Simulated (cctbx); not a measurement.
**Absolute structure of Tb2As7Ru12**

Space group P-6 (no. 174), a = 9.6820 Å, b = 9.6820 Å, c = 4.0230 Å, α = 90.00°, β = 90.00°, γ = 120.00°.

| atom | mult. | x | y | z | Ueq (Å²) |
| --- | --- | --- | --- | --- | --- |
| Tb1 | 1 | 0 | 0 | 1/2 | 0.0054 |
| Tb2 | 1 | 2/3 | 1/3 | 0 | 0.0090 |
| Ru1 | 3 | 0.4581 | 0.5175 | 0 | 0.0126 |
| Ru2 | 3 | 0.2188 | 0.4508 | 1/2 | 0.0176 |
| Ru3 | 3 | 0.9529 | 0.2241 | 0 | 0.0059 |
| Ru4 | 3 | 0.3883 | 0.2940 | 1/2 | 0.0105 |
| As1 | 3 | 0.2104 | 0.2542 | 0 | 0.0232 |
| As2 | 3 | 0.6269 | 0.5572 | 1/2 | 0.0115 |
| As3 | 1 | 1/3 | 2/3 | 0 | 0.0151 |

This is a model crystal, built by substitution and not relaxed, with assumed displacement parameters.

Data sets are simulated with cctbx and refined with Bijvoet mates kept apart; Flack x is then fitted as the share of an inverted twin with the atoms fixed, Hooft y from the Bijvoet differences. The group is acentric but holds improper operations, so there is an absolute structure (orientation) and no hand.

Untwinned crystal. What Flack and Hooft values should come out?

```csv
λ (Å),extinction (unmodelled),d min (Å),top counts,error (%),model,R1,Flack x,s.u.,Hooft y,s.u.,pairs
0.71073,0,0.77,5000,3,as given,0.0292,0.04,0.04,-0.005,0.042,289
0.71073,0,0.77,5000,3,inverted,0.0445,0.95,0.04,1.010,0.043,289
1.54184,0,0.83,70000,3,as given,0.0104,0.005,0.006,0.004,0.006,230
```

With Mo Kα, x is within 3 s.u. of 0, so the absolute structure is right. With Cu Kα, x is within 3 s.u. of 0, so the absolute structure is right. Inverting the model turns x into about 1 − x.

A further crystal gives:

| λ (Å) | extinction (unmodelled) | d min (Å) | top counts | error (%) | model | R1 | Flack x | s.u. | Hooft y | s.u. | pairs |
| --- | --- | --- | --- | --- | --- | --- | --- | --- | --- | --- | --- |
| 1.54184 | 0 | 0.8 | 20000 | 2 | as given | 0.0614 | 0.802 | 0.014 | 0.827 | 0.012 | 253 |

**Question.** What is it?

It was simulated as an inversion twin with a fraction 0.8 of the inverted domain. Flack x is over 3 s.u. from both 0 and 1 and reads that fraction.

[Logs are printed without paths, hosts, clocks, repeated set-up lines and the standing remarks that a program may print on its own settings, such as how far it seeks lower states.]
